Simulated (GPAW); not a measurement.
# Screening of a field by TaGe2P4 monolayer, part 2 of 2

Wanted: the out-of-plane polarisability of TaGe2P4 monolayer.

GPAW 26.7.0; GPAW, PAW setups; layer in a repeated cell with vacuum, relaxation of atoms and in-plane cell (the session's first sound run).

So far. Step 4 (In a field): The dipole is now -0.148 e Å, against 0.0020 in the run without a field. Step 5 (Field on): The dipole is now -0.0739 e Å, against 0.0020 in the run without a field.

## Step 8: Field on

Level of this step: GPAW, PAW setups; slab in vacuum (GPAW).

Input file run.py:

```python
import json
import numpy as np
from ase import Atoms
from gpaw import GPAW, PW
from gpaw.external import ConstantElectricField

slab = Atoms(
    ['P', 'Ge', 'P', 'Ta', 'P', 'Ge', 'P'],
    positions=[
        [0.00000, -0.00000, 9.00000],
        [-0.00000, 2.08991, 10.07377],
        [-0.00000, 2.08991, 12.43823],
        [0.00000, -0.00000, 13.86516],
        [-0.00000, 2.08991, 15.29208],
        [-0.00000, 2.08991, 17.65654],
        [0.00000, -0.00000, 18.73032]],
    cell=[[3.61984, 0.0, 0.0], [-1.80992, 3.13487, 0.0], [0.0, 0.0, 27.7303]],
    pbc=[True, True, False],
    magmoms=[0.0, 0.0, 0.0, 1.0, 0.0, 0.0, 0.0])

slab.calc = GPAW(mode=PW(400), xc='PBE', kpts={'size': (9, 9, 1), 'gamma': True},
                 occupations={'name': 'fermi-dirac', 'width': 0.05}, nbands='200%',
                 convergence={'density': 1e-05}, maxiter=200,
                 poissonsolver={'dipolelayer': 'xy'},
                 external=ConstantElectricField(0.1, [0, 0, 1]),
                 symmetry={'tolerance': 1e-3}, txt='slab.txt')
result = {}
energy = slab.get_potential_energy()
fermi = slab.calc.get_fermi_level()
v = slab.calc.get_electrostatic_potential().mean((0, 1)) - fermi
n = slab.calc.get_pseudo_density().mean((0, 1))
L = slab.cell[2, 2]
z = np.arange(len(v)) * L / len(v)
low, high = slab.positions[:, 2].min(), slab.positions[:, 2].max()
below, above = np.interp([low - 6.8, high + 6.8], z, v)
slopes = [np.interp(x, z, np.gradient(v, z)) for x in (low - 6.8, high + 6.8)]
eps = np.array([[slab.calc.get_eigenvalues(k, s) for k in range(len(slab.calc.get_ibz_k_points()))]
                for s in range(slab.calc.get_number_of_spins())]) - fermi
top, bottom = eps[eps < 0].max(), eps[eps > 0].min()
dipole = slab.get_dipole_moment()[2]
print(f'energy {energy:.4f} eV, Fermi level {fermi:.4f} eV, dipole {dipole:.5f} e A')
print(f'potential 6.8 A off the faces, from the Fermi level: lower {below:.4f} eV, upper {above:.4f} eV')
print(f'slope of the potential there: lower {slopes[0]:.5f}, upper {slopes[1]:.5f} eV/A')
print(f'nearest levels on the mesh: {top:.4f} and {bottom:.4f} eV')
print('magnetic moment', round(slab.get_magnetic_moment(), 3))
result.update(energy=energy, fermi=fermi, dipole=dipole, below=below, above=above, slopes=slopes, edges=[top, bottom],
              z=z.tolist(), v=v.tolist(), n=n.tolist(), positions=slab.positions.tolist(),
              forces=slab.get_forces(apply_constraint=False).tolist(), moments=slab.get_magnetic_moments().tolist())
json.dump(result, open('result.json', 'w'))
```

Run with:

```console
$ OMP_NUM_THREADS=1 OPENBLAS_NUM_THREADS=1 python run.py
```

The log of the run:

```text
energy -41.7017 eV, Fermi level -0.1527 eV, dipole 0.07389 e A
potential 6.8 A off the faces, from the Fermi level: lower 5.9830 eV, upper 4.8047 eV
slope of the potential there: lower -0.00009, upper 0.00009 eV/A
nearest levels on the mesh: -0.0574 and 0.0363 eV
magnetic moment -0.0
```

The job ended after 13 min (1 thread of Arm Neoverse V1, shared host; peak memory 0.64 GiB).

The electrostatic potential energy of an electron (without an applied field's), less the Fermi level, planar mean oscillates, so the rows of the table below give means over windows of 1.73 Å about each position, cut where the curve ends. Its maxima inside the range that stand out by 2 % of the span (Å: eV): 0.6: 5.98, 9.5: -9.50, 11.3: 2.50, 13.0: -6.26, 14.7: -6.43, 16.4: 2.01, 18.2: -10.3. Its minima: 9.1: -12.6, 10.1: -13.7, 12.5: -11.3, 13.9: -17.2, 15.3: -11.6, 17.7: -14.4, 18.6: -13.5.

The electrostatic potential energy of an electron (without an applied field's), less the Fermi level, planar mean by z; means over each step:

```tsv
z (Å)	electrostatic potential energy of an electron (without an applied field's), less the Fermi level, planar mean (eV)
0.86	5.92
2.59	5.98
4.32	5.98
6.05	5.96
7.78	3.19
9.51	-11.1
11.24	-0.774
12.97	-10.0
14.70	-10.5
16.43	-1.24
18.16	-12.0
19.89	1.71
21.62	4.78
23.35	4.80
25.08	4.80
26.81	4.84
```

The dipole is now 0.0739 e Å, against 0.0020 in the run without a field.

## Step 9: Field on

Edit run.py of step 8 so:

```diff
@@ -24,3 +24,3 @@
                  poissonsolver={'dipolelayer': 'xy'},
-                 external=ConstantElectricField(0.1, [0, 0, 1]),
+                 external=ConstantElectricField(0.2, [0, 0, 1]),
                  symmetry={'tolerance': 1e-3}, txt='slab.txt')
```

The log of the run:

```text
energy -41.7128 eV, Fermi level -0.1538 eV, dipole 0.14771 e A
potential 6.8 A off the faces, from the Fermi level: lower 6.5737 eV, upper 4.2183 eV
slope of the potential there: lower -0.00009, upper 0.00009 eV/A
nearest levels on the mesh: -0.0573 and 0.0363 eV
magnetic moment 0.0
```

It took 13 min on 1 thread; peak memory 0.64 GiB.

The electrostatic potential energy of an electron (without an applied field's), less the Fermi level, planar mean oscillates, so the rows of the table below give means over windows of 1.73 Å about each position, cut where the curve ends. Its maxima inside the range that stand out by 2 % of the span (Å: eV): 0.5: 6.57, 9.5: -9.09, 11.3: 2.75, 13.0: -6.18, 14.7: -6.51, 16.4: 1.77, 18.2: -10.8. Its minima: 9.1: -12.1, 10.1: -13.3, 12.5: -11.2, 13.9: -17.2, 15.3: -11.7, 17.7: -14.7, 18.6: -14.0.

The electrostatic potential energy of an electron (without an applied field's), less the Fermi level, planar mean by z; means over each step:

z (Å), electrostatic potential energy of an electron (without an applied field's), less the Fermi level, planar mean (eV) and a bar from the least value:
```
     0.86        6.4 ##############################
     2.59        6.6 ##############################
     4.32        6.6 ##############################
     6.05        6.6 ##############################
     7.78        3.7 ##########################
     9.51      -10.7 ###
    11.24       -0.5 ###################
    12.97      -10.0 ####
    14.70      -10.6 ###
    16.43       -1.5 #################
    18.16      -12.4 
    19.89        1.2 #####################
    21.62        4.2 ##########################
    23.35        4.2 ##########################
    25.08        4.2 ##########################
    26.81        4.3 ##########################
```

The dipole is now 0.148 e Å, against 0.0020 in the run without a field.

## Step 10: Field on

Edit run.py of step 9 so:

```diff
@@ -24,3 +24,3 @@
                  poissonsolver={'dipolelayer': 'xy'},
-                 external=ConstantElectricField(0.2, [0, 0, 1]),
+                 external=ConstantElectricField(0.3, [0, 0, 1]),
                  symmetry={'tolerance': 1e-3}, txt='slab.txt')
```

The log of the run:

```text
energy -41.7313 eV, Fermi level -0.1556 eV, dipole 0.22160 e A
potential 6.8 A off the faces, from the Fermi level: lower 7.1662 eV, upper 3.6327 eV
slope of the potential there: lower -0.00009, upper 0.00009 eV/A
nearest levels on the mesh: -0.0573 and 0.0362 eV
magnetic moment 0.0
```

Wall time 13 min (1 thread); peak memory 0.64 GiB.

The dipole is now 0.222 e Å, against 0.0020 in the run without a field.

## Step 11: The series

The members are put on one axis.

This step: induced dipole against applied field (GPAW 26.7.0).

Dipole along the normal against field:

```tsv
field (V/Å)	dipole along the normal (e·Å)
-0.200	-0.148
-0.100	-0.0739
-0.050	-0.0369
0.000	0.00205
0.050	0.0369
0.100	0.0739
0.200	0.148
0.300	0.222
```

## Step 12: Results

- work function, both faces: 5.39 eV
- dipole along the normal: 0.0020 e Å, near the numerical noise
- induced dipole per field: 0.739 e Å per V/Å
- out-of-plane polarisability per area, α/(ε0 A): 11.8 Å

What this shows: The field induces 0.739 e Å per V/Å, a polarisable thickness α/(ε0 A) of 11.8 Å beside 9.73 Å between the outermost nuclei. A perfect conductor would give the distance between its two image planes; a dielectric of thickness t gives t(1 - 1/ε). The induced dipole is linear in the field over this range. The small printed dipole stands for a step of -33 meV from the lower to the upper face, and the probes find -4.8 meV; values this small are near the numerical noise of both. One magnetic start was tried; another order may lie lower. The layer's cell and atoms come from the relaxation; spin-orbit coupling and temperature are left out.

[Logs are printed without paths, hosts, clocks, repeated set-up lines and the standing remarks that a program may print on its own settings, such as how far it seeks lower states.]

[Hosts, paths, dates, database ids (printed as entryN), source tags and the programs' standing remarks are cut or masked in the printed files.]
